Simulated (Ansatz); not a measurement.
# Site preference of Ga in place of Al in glassy 43SiO2-23Al2O3-34BaO (mol %) (109 atoms)

At which site of glassy 43SiO2-23Al2O3-34BaO (mol %) (109 atoms) does Ga in place of Al cost least, and what about the site decides it?

Main program and level: Ansatz 0.2.0; Kohn-Sham DFT, PBE, PAW (set soft_2), plane waves.

## 1. The structure

The cell holds 109 atoms: 15 Si, 16 Al, 12 Ba and 66 O. Its edges and angles: a = 11.621 Å, b = 11.621 Å, c = 11.621 Å, α = 90.0°, β = 90.0°, γ = 90.0°. 109 atoms (15 Si, 16 Al, 12 Ba, 66 O) placed at random at 3.69 g/cm³, melted at 4000 K for 10 ps at fixed volume with the Morse and Coulomb pair potential with partial charges (Pedone, Malavasi, Menziani, Cormack and Segre, J. Phys. Chem. B 110, 11780 (2006)). Quenched from 4000 K to 300 K at 50 K/ps and fixed volume, held 10 ps at zero pressure.

What the set-up can't give: The quench rate of 50 K/ps is many orders above laboratory rates, so the cell is likely richer in defects and strain than a real sample. The starting topology of bonds comes from the classical model, and needn't be the one that DFT or experiment would give. The Brillouin zone is sampled at Γ only, in a cell whose shortest periodic width is 12 Å. The levels lack spin–orbit coupling, which is large for the heavy elements here.

## 2. Single point at the start

The forces at the start show how far the geometry lies from a minimum of this functional.

The input, input.yaml:

```yaml
crystal:
  lattice:
    - [11.62145, 0.0, 0.0]
    - [0.0, 11.62145, 0.0]
    - [0.0, 0.0, 11.62145]
  atoms:
    - { symbol: Si, position: [0.78288, 0.19385, 0.29656] }
    - { symbol: Si, position: [0.80207, 0.79395, 0.03293] }
    - { symbol: Si, position: [0.21759, 0.10452, 0.0902] }
    - { symbol: Si, position: [0.59002, 0.84745, 0.87033] }
    - { symbol: Si, position: [0.57255, 0.0851, 0.20437] }
    - { symbol: Si, position: [0.40856, 0.20743, 0.37557] }
    - { symbol: Si, position: [0.92188, 0.18265, 0.06225] }
    - { symbol: Si, position: [0.35328, 0.64206, 0.76818] }
    - { symbol: Si, position: [0.18366, 0.567, 0.14627] }
    - { symbol: Si, position: [0.33813, 0.74704, 0.28131] }
    - { symbol: Si, position: [0.56179, 0.15097, 0.57276] }
    - { symbol: Si, position: [0.04578, 0.52435, 0.60634] }
    - { symbol: Si, position: [0.32264, 0.34477, 0.15794] }
    - { symbol: Si, position: [0.05054, 0.34399, 0.92476] }
    - { symbol: Si, position: [0.99838, 0.95017, 0.66775] }
    - { symbol: Al, position: [0.02763, 0.27496, 0.6763] }
    - { symbol: Al, position: [0.01251, 0.94706, 0.95351] }
    - { symbol: Al, position: [0.65598, 0.29725, 0.02409] }
    - { symbol: Al, position: [0.56772, 0.63622, 0.66245] }
    - { symbol: Al, position: [0.3215, 0.46711, 0.92698] }
    - { symbol: Al, position: [0.79654, 0.84982, 0.28551] }
    - { symbol: Al, position: [0.16496, 0.08799, 0.81496] }
    - { symbol: Al, position: [0.84672, 0.16157, 0.55353] }
    - { symbol: Al, position: [0.90642, 0.61229, 0.18512] }
    - { symbol: Al, position: [0.427, 0.90764, 0.08113] }
    - { symbol: Al, position: [0.26705, 0.87543, 0.88101] }
    - { symbol: Al, position: [0.23471, 0.20641, 0.56916] }
    - { symbol: Al, position: [0.70732, 0.45076, 0.23486] }
    - { symbol: Al, position: [0.53344, 0.36114, 0.76367] }
    - { symbol: Al, position: [0.59252, 0.66982, 0.37675] }
    - { symbol: Al, position: [0.24942, 0.37107, 0.73788] }
    - { symbol: Ba, position: [0.78666, 0.13873, 0.8079] }
    - { symbol: Ba, position: [0.0528, 0.65094, 0.85383] }
    - { symbol: Ba, position: [0.07304, 0.04856, 0.38122] }
    - { symbol: Ba, position: [0.33999, 0.87456, 0.58149] }
    - { symbol: Ba, position: [0.03651, 0.75564, 0.44118] }
    - { symbol: Ba, position: [0.7805, 0.44893, 0.49155] }
    - { symbol: Ba, position: [0.35366, 0.501, 0.44659] }
    - { symbol: Ba, position: [0.52654, 0.6209, 0.08407] }
    - { symbol: Ba, position: [0.71544, 0.87263, 0.56007] }
    - { symbol: Ba, position: [0.03651, 0.33822, 0.31493] }
    - { symbol: Ba, position: [0.44236, 0.13811, 0.89104] }
    - { symbol: Ba, position: [0.76557, 0.51959, 0.85935] }
    - { symbol: O, position: [0.38942, 0.40572, 0.05616] }
    - { symbol: O, position: [0.46342, 0.11983, 0.28499] }
    - { symbol: O, position: [0.85531, 0.19512, 0.4118] }
    - { symbol: O, position: [0.51068, 0.22255, 0.47024] }
    - { symbol: O, position: [0.68305, 0.79374, 0.95622] }
    - { symbol: O, position: [0.89351, 0.72061, 0.29282] }
    - { symbol: O, position: [0.12332, 0.08053, 0.17523] }
    - { symbol: O, position: [0.46174, 0.85369, 0.94136] }
    - { symbol: O, position: [0.62175, 0.5345, 0.30918] }
    - { symbol: O, position: [0.03986, 0.4918, 0.47184] }
    - { symbol: O, position: [0.80226, 0.24339, 0.01299] }
    - { symbol: O, position: [0.58892, 0.7621, 0.76053] }
    - { symbol: O, position: [0.09868, 0.40938, 0.68124] }
    - { symbol: O, position: [0.37932, 0.32843, 0.28575] }
    - { symbol: O, position: [0.05008, 0.99373, 0.8001] }
    - { symbol: O, position: [0.84959, 0.4942, 0.23739] }
    - { symbol: O, position: [0.2735, 0.528, 0.77373] }
    - { symbol: O, position: [0.62524, 0.64869, 0.52303] }
    - { symbol: O, position: [0.43327, 0.59915, 0.8757] }
    - { symbol: O, position: [0.91198, 0.05628, 0.63247] }
    - { symbol: O, position: [0.25781, 0.6332, 0.24446] }
    - { symbol: O, position: [0.39189, 0.36222, 0.81946] }
    - { symbol: O, position: [0.21123, 0.43043, 0.18839] }
    - { symbol: O, position: [0.69976, 0.13768, 0.57653] }
    - { symbol: O, position: [0.58474, 0.17735, 0.09481] }
    - { symbol: O, position: [0.30377, 0.33948, 0.58378] }
    - { symbol: O, position: [0.53756, 0.23545, 0.68517] }
    - { symbol: O, position: [0.05013, 0.5971, 0.14736] }
    - { symbol: O, position: [0.88297, 0.28638, 0.61867] }
    - { symbol: O, position: [0.1786, 0.11659, 0.9597] }
    - { symbol: O, position: [0.23759, 0.57249, 0.02096] }
    - { symbol: O, position: [0.01846, 0.24404, 0.8271] }
    - { symbol: O, position: [0.41575, 0.65345, 0.65035] }
    - { symbol: O, position: [0.92857, 0.84422, 0.6828] }
    - { symbol: O, position: [0.10235, 0.95089, 0.58387] }
    [... 25 atom lines left out ...]
    - { symbol: O, position: [0.08669, 0.21651, 0.54956] }
    - { symbol: O, position: [0.97411, 0.44775, 0.90712] }
    - { symbol: O, position: [0.28277, 0.21972, 0.12478] }
    - { symbol: O, position: [0.25804, 0.82757, 0.36044] }
    - { symbol: O, position: [0.5094, 0.02587, 0.56546] }
    - { symbol: O, position: [0.18282, 0.37455, 0.90745] }
kpoints:
  mp_grid: { grid: [1, 1, 1] }
hamiltonian:
  xc: pbe
scf:
  occupations: { method: fermi_dirac, width: 0.025 }
output:
  forces: true
```

Started as:

```sh
$ ansatz run input.yaml --threads 4 --pin off --max-ram 8192MiB --backend cpu --events-out ev --progress --plain --runs-dir out
```

Numbers of over 12 decimals in the logs are rounded to 6 here.

What it wrote:

```text
Engine: ansatz 0.2.0, aarch64-unknown-linux-gnu
Pseudopotentials: kind: paw
Pseudopotential: Si, paw, valence charge 4, recommended cutoff 420 eV (normal), Si.paw.azcp
Pseudopotential: Al, paw, valence charge 3, recommended cutoff 420 eV (normal), Al.paw.azcp
Pseudopotential: Ba, paw, valence charge 10, recommended cutoff 420 eV (normal), Ba.paw.azcp
Pseudopotential: O, paw, valence charge 6, recommended cutoff 420 eV (normal), O.paw.azcp
[... 5 lines on functional and potentials left out ...]
Crystal: 109 atoms, lattice volume = 1569.571 Å³
Basis set: ecut = 420 eV, 30839 PW (Γ), exchange–correlation on 160×160×160 points (8 copies of the dense FFT grid, shifted against one another)
Bands: 421, of which v1, the nominal top of the filled ones, is band 312 counted from 1 (311 counted from 0)
Symmetry: 1 space group operations
Space group: P1 (ITA 1), of the structure as read, at distance tolerance 1.2e-4 Å
k-points: 1
[... 9 lines on functional and potentials left out ...]
Initial density: superposition of atomic densities (neutral atoms: chi_scale 0, normalization atom), corrected by the library's trained network
Initial wavefunctions: pseudopotential atomic-orbital guess
Functional: x = pbe(κ = 0.804, μ = 0.219515), c = pbe(β = 0.066725)
SCF iter   1: F=—  HF=-127122.058602 eV  |F-HF|=—  |Δ(HF+E_count)|=         —  Δρ=2.17e-3  dr2=1.00e-1  ethr=1.77e-3  ⟨swp⟩=6.0  Hψ=1937  notcnv=0  defer=95
preconditioner: auto → Resta (q_TF=auto, 2.340 Å⁻¹)  ε∞=3.6  [insulator: Δε(μ)=3.176 eV  Ē_g=14.294 eV  σ=0.025 eV  W_gap=1.00  n_scr=340 (ndim 8)  ℏωp=23.0 eV  f_vac=0.072  D(μ)=0.00/eV (n_scr^D=0)  ε∞_Penn≈3.6]
SCF iter   2: F=—  HF=-127122.052839 eV  |F-HF|=—  |Δ(HF+E_count)|=   5.76e-3  Δρ=1.22e-3  dr2=2.43e-2  ethr=1.60e-5  ⟨swp⟩=2.0  Hψ=795  notcnv=0  defer=103
SCF iter   3: F=—  HF=-127122.055684 eV  |F-HF|=—  |Δ(HF+E_count)|=   2.84e-3  Δρ=5.27e-4  dr2=7.07e-3  ethr=3.89e-6  ⟨swp⟩=2.0  Hψ=561  notcnv=0  defer=43
automatic band count: iteration 3 solves 361 bands in place of 421: the levels show a gap, and the empty bands left out lie too high to hold charge; the band table lists the bands solved (type scf.n_extra_bands for more)
SCF iter   4: F=—  HF=-127122.056483 eV  |F-HF|=—  |Δ(HF+E_count)|=   7.99e-4  Δρ=1.82e-4  dr2=6.02e-4  ethr=1.13e-6  ⟨swp⟩=2.0  Hψ=557  notcnv=0  defer=43
SCF iter   5: F=—  HF=-127122.056574 eV  |F-HF|=—  |Δ(HF+E_count)|=   9.16e-5  Δρ=1.23e-4  dr2=2.16e-4  ethr=9.65e-8  ⟨swp⟩=2.0  Hψ=617  notcnv=0  defer=43
SCF iter   6: F=—  HF=-127122.056565 eV  |F-HF|=—  |Δ(HF+E_count)|=   9.52e-6  Δρ=3.33e-5  dr2=1.97e-5  ethr=3.46e-8  ⟨swp⟩=2.0  Hψ=557  notcnv=0  defer=43
SCF iter   7: F=—  HF=-127122.056420 eV  |F-HF|=—  |Δ(HF+E_count)|=   1.45e-4  Δρ=1.70e-5  dr2=4.03e-6  ethr=3.15e-9  ⟨swp⟩=2.0  Hψ=618  notcnv=0  defer=43
SCF iter   8: F=—  HF=-127122.056421 eV  |F-HF|=—  |Δ(HF+E_count)|=   1.44e-6  Δρ=7.50e-6  dr2=9.11e-7  ethr=6.45e-10  ⟨swp⟩=2.0  Hψ=588  notcnv=0  defer=43
SCF iter   9: F=—  HF=-127122.056422 eV  |F-HF|=—  |Δ(HF+E_count)|=   5.36e-7  Δρ=2.53e-6  dr2=1.12e-7  ethr=1.46e-10  ⟨swp⟩=2.0  Hψ=565  notcnv=0  defer=43
SCF iter  10: F=-127122.056422 eV  HF=-127122.056422 eV  |F-HF|=3.09e-9  |Δ(HF+E_count)|=   6.98e-8  Δρ=1.31e-6  dr2=2.51e-8  ethr=1.60e-11  ⟨swp⟩=4.0  Hψ=1187  notcnv=0
SCF 1 converged in 10 iterations: F = -127122.056422 eV  dr2 = 2.51e-8
  greatest PAW one-centre occupation: 0.955 electrons in one spin orbital (limit 2), on the Ba atom at site 31 (counted from 0), in its partial waves of l = 0
SCF converged after 10 iterations
Free energy (F): -127122.056422 eV
Harris-Foulkes:  -127122.056422 eV  (|F-HF|=3.09e-9)
Internal energy: -127122.056422 eV  (E = F + TS)
E sigma→0 (E₀):  -127122.056422 eV
Fermi energy:    7.343093 eV
--- Per-component energies (eV) ---
  E_band       = -1627.608699
  E_kinetic    = 14908.503313
  E_local      = -35566.381878  (includes V_loc(G=0)·N_el)
  E_nonlocal   = 4388.813577
  E_hartree    = 13355.249926
  E_xc         = -8441.370054
  E_vxc        = -9124.188495  (∫ρ·V_xc dr)
  E_paw        = -88368.557354  (= ΣΔE_a)
  E_vpaw       = -2945.021324  (= ΣTr[D̂ρ^β])
  E_aug_tail   = 0.167312  (compensation charges beyond the density's cutoff)
  E_ewald      = -27398.481264
  E_smearing   = -0.000000  (= −TS)
  E_closure    = 0.000000  (closes the sum)
  Σ components = -127122.056422   (vs F -127122.056422, Δ=0.00e0)
--- Forces (eV/Å), atoms counted from 1 ---
  atom   1  Si    -0.22927027     1.53469866    -2.48829496
  atom   2  Si     0.12813688     3.10121723     1.24370578
  atom   3  Si     2.47033059    -1.07904637    -3.00183861
  atom   4  Si    -1.28240731     0.57693813     0.00590730
  atom   5  Si    -1.57047278     2.46425526    -2.56711958
  atom   6  Si     0.85499106     0.39455381    -1.76229954
  atom   7  Si    -1.84970396     2.04626107    -1.12335161
  atom   8  Si    -0.73975487    -2.30436633     3.32016081
  atom   9  Si     0.39364992    -0.72586627    -0.58547785
  atom  10  Si    -3.16331890    -0.16314401     2.67051800
  atom  11  Si     0.46558618    -0.56070147     2.45234322
  atom  12  Si     1.25087663    -0.62893865    -0.35535641
  atom  13  Si    -0.98098416     0.34851550     0.11487128
  atom  14  Si     0.85276486    -3.16457211    -0.47535098
[...]
atom 108  O     -0.92851056    -1.68293516     0.55224892
  atom 109  O      2.91171468     0.25567757    -0.80710120
  max |Σ_I F_I| component: 7.30e-5 eV/Å
```

Run time: 23 s. Hardware: 4 threads of Arm Neoverse V1, shared host; peak memory 2.1 GiB.

In the SCF lines HF is the Harris–Foulkes energy and dr2 the Hartree energy of the density residual, in eV; the loop may stop once dr2 is under the threshold and the program's other checks hold. Hψ counts applications of the Hamiltonian.

The r.m.s. force at the start is 1.3 eV/Å.

## 3. Relaxation

The atoms are relaxed in the fixed cell, aiming at the force tolerance of the input.

The input, input.yaml:

```yaml
crystal:
  lattice:
    - [11.62145, 0.0, 0.0]
    - [0.0, 11.62145, 0.0]
    - [0.0, 0.0, 11.62145]
  atoms:
    [... the 109 atom lines of step 2 ...]
kpoints:
  mp_grid: { grid: [1, 1, 1] }
hamiltonian:
  xc: pbe
scf:
  occupations: { method: fermi_dirac, width: 0.025 }
output:
  forces: true
relax:
  f_tol: 0.05
  max_steps: 120
```

What it wrote:

```text
[...]
Crystal: 109 atoms, lattice volume = 1569.571 Å³
Basis set: ecut = 420 eV, 30839 PW (Γ), exchange–correlation on 160×160×160 points (8 copies of the dense FFT grid, shifted against one another)
Bands: 421, of which v1, the nominal top of the filled ones, is band 312 counted from 1 (311 counted from 0)
Symmetry: 1 space group operations
[...]
k-points: 1
[...]
SCF iter   1: F=—  HF=-127122.058603 eV  |F-HF|=—  |Δ(HF+E_count)|=         —  Δρ=2.17e-3  dr2=1.00e-1  ethr=1.77e-3  ⟨swp⟩=6.0  Hψ=1937  notcnv=0  defer=95
[...]
SCF iter   5: F=—  HF=-127122.056399 eV  |F-HF|=—  |Δ(HF+E_count)|=   9.46e-5  Δρ=1.23e-4  dr2=2.18e-4  ethr=9.70e-8  ⟨swp⟩=2.0  Hψ=617  notcnv=0  defer=103
SCF iter   6: F=-127122.056414 eV  HF=-127122.056410 eV  |F-HF|=4.50e-6  |Δ(HF+E_count)|=   1.13e-5  Δρ=3.35e-5  dr2=1.99e-5  ethr=1.00e-8  ⟨swp⟩=2.0  Hψ=1294  notcnv=0
SCF 1 converged in 6 iterations: F = -127122.056414 eV  dr2 = 1.99e-5
[...]
relax step   1: F+E_penalty+E_count = -127122.05641434 eV  Δ(F+E_penalty+E_count) = +0.000e0 eV  max|allowed force component| = 5.063e0 eV/Å  Δτ_max = 0.0000 Å  (6 SCF iters, dr2 threshold 6.25e-5 eV, accepted)
[...]
relax step   2: F+E_penalty+E_count = -127127.67933598 eV  Δ(F+E_penalty+E_count) = -5.623e0 eV  max|allowed force component| = 2.633e0 eV/Å  Δτ_max = 0.1948 Å  (8 SCF iters, dr2 threshold 1.00e-4 eV, accepted)
[...]
relax step   3: F+E_penalty+E_count = -127130.63055115 eV  Δ(F+E_penalty+E_count) = -2.951e0 eV  max|allowed force component| = 1.080e0 eV/Å  Δτ_max = 0.1988 Å  (8 SCF iters, dr2 threshold 1.00e-4 eV, accepted)
relax step   4: F+E_penalty+E_count = -127131.71136167 eV  Δ(F+E_penalty+E_count) = -1.081e0 eV  max|allowed force component| = 6.063e-1 eV/Å  Δτ_max = 0.2000 Å  (6 SCF iters, dr2 threshold 1.00e-4 eV, accepted)
relax step   5: F+E_penalty+E_count = -127132.08233601 eV  Δ(F+E_penalty+E_count) = -3.710e-1 eV  max|allowed force component| = 3.730e-1 eV/Å  Δτ_max = 0.1935 Å  (6 SCF iters, dr2 threshold 6.19e-5 eV, accepted)
relax step   6: F+E_penalty+E_count = -127132.30403303 eV  Δ(F+E_penalty+E_count) = -2.217e-1 eV  max|allowed force component| = 3.302e-1 eV/Å  Δτ_max = 0.2000 Å  (6 SCF iters, dr2 threshold 4.38e-5 eV, accepted)
relax step   7: F+E_penalty+E_count = -127132.54125881 eV  Δ(F+E_penalty+E_count) = -2.372e-1 eV  max|allowed force component| = 1.557e-1 eV/Å  Δτ_max = 0.2000 Å  (7 SCF iters, dr2 threshold 4.13e-5 eV, accepted)
relax step   8: F+E_penalty+E_count = -127132.56059966 eV  Δ(F+E_penalty+E_count) = -1.934e-2 eV  max|allowed force component| = 6.407e-1 eV/Å  Δτ_max = 0.1740 Å  (8 SCF iters, dr2 threshold 5.39e-6 eV, accepted)
relax step   9: F+E_penalty+E_count = -127132.70339957 eV  Δ(F+E_penalty+E_count) = -1.428e-1 eV  max|allowed force component| = 1.471e-1 eV/Å  Δτ_max = 0.2000 Å  (6 SCF iters, dr2 threshold 9.13e-5 eV, accepted)
relax step  10: F+E_penalty+E_count = -127132.76067221 eV  Δ(F+E_penalty+E_count) = -5.727e-2 eV  max|allowed force component| = 1.345e-1 eV/Å  Δτ_max = 0.2000 Å  (10 SCF iters, accepted)
relax step  11: F+E_penalty+E_count = -127132.77148998 eV  Δ(F+E_penalty+E_count) = -1.082e-2 eV  max|allowed force component| = 1.940e-1 eV/Å  Δτ_max = 0.0924 Å  (9 SCF iters, accepted)
relax step  12: F+E_penalty+E_count = -127132.80537539 eV  Δ(F+E_penalty+E_count) = -3.389e-2 eV  max|allowed force component| = 1.017e-1 eV/Å  Δτ_max = 0.0979 Å  (6 SCF iters, dr2 threshold 3.15e-5 eV, accepted)
relax step  13: F+E_penalty+E_count = -127132.82548332 eV  Δ(F+E_penalty+E_count) = -2.011e-2 eV  max|allowed force component| = 8.192e-2 eV/Å  Δτ_max = 0.1000 Å  (7 SCF iters, dr2 threshold 2.85e-6 eV, accepted)
relax step  14: F+E_penalty+E_count = -127132.83241602 eV  Δ(F+E_penalty+E_count) = -6.933e-3 eV  max|allowed force component| = 7.873e-2 eV/Å  Δτ_max = 0.0578 Å  (9 SCF iters, accepted)
relax step  15: F+E_penalty+E_count = -127132.80684226 eV  Δ(F+E_penalty+E_count) = +2.557e-2 eV  max|allowed force component| = 1.173e-1 eV/Å  Δτ_max = 0.2000 Å  (7 SCF iters, dr2 threshold 4.02e-6 eV, rejected (line search))
relax step  16: F+E_penalty+E_count = -127132.83679563 eV  Δ(F+E_penalty+E_count) = -4.380e-3 eV  max|allowed force component| = 5.673e-2 eV/Å  Δτ_max = 0.0231 Å  (9 SCF iters, accepted)
relax step  17: F+E_penalty+E_count = -127132.82433456 eV  Δ(F+E_penalty+E_count) = +1.246e-2 eV  max|allowed force component| = 1.256e-1 eV/Å  Δτ_max = 0.1000 Å  (9 SCF iters, rejected (line search))
relax step  18: F+E_penalty+E_count = -127132.83756560 eV  Δ(F+E_penalty+E_count) = -7.700e-4 eV  max|allowed force component| = 5.896e-2 eV/Å  Δτ_max = 0.0219 Å  (9 SCF iters, accepted)
[...]
relax step  19: F+E_penalty+E_count = -127132.83918102 eV  Δ(F+E_penalty+E_count) = -1.615e-3 eV  max|allowed force component| = 1.455e-2 eV/Å  Δτ_max = 0.0184 Å  (7 SCF iters, accepted)
SCF converged after 7 iterations
Free energy (F): -127132.839181 eV
[...]
Internal energy: -127132.839181 eV  (E = F + TS)
E sigma→0 (E₀):  -127132.839181 eV
Fermi energy:    7.315331 eV
[...]
Σ components = -127132.839181   (vs F -127132.839181, Δ=0.00e0)
--- Forces (eV/Å), atoms counted from 1 ---
  atom   1  Si    -0.01163131     0.00326959    -0.00906974
  atom   2  Si     0.00811258    -0.00520022    -0.00513226
  atom   3  Si     0.01196047     0.00777974    -0.00613802
  atom   4  Si    -0.01113638     0.00433558     0.00319665
[...]
atom 109  O     -0.01221004     0.00052603    -0.00243108
  max |Σ_I F_I| component: 1.02e-4 eV/Å
--- Relaxed structure (19 steps of the walk, 17 accepted, 0 SCFs on fresh bases) ---
  F+E_penalty+E_count = -127132.83918102 eV   max|allowed force component| = 1.455e-2 eV/Å
  atoms:
    - { symbol: Si, position: [0.784648, 0.199030, 0.294331] }
    - { symbol: Si, position: [0.821066, 0.802490, 0.021427] }
    - { symbol: Si, position: [0.224033, 0.080518, 0.075011] }
    - { symbol: Si, position: [0.601198, 0.837027, 0.878792] }
[...]
- { symbol: O, position: [0.196052, 0.356503, 0.896542] }
```

The job ended after 4.9 min (4 threads; peak memory 2.1 GiB).

The relaxation converged after 19 steps, 10.8 eV below its start, with a largest force component of 0.015 eV/Å.

[end of part 1 of 3]

[Logs are printed without paths, hosts, clocks, repeated set-up lines and the standing remarks that a program may print on its own settings, such as how far it seeks lower states.]

[Hosts, paths, dates, database ids (printed as entryN), source tags and the programs' standing remarks are cut or masked in the printed files.]
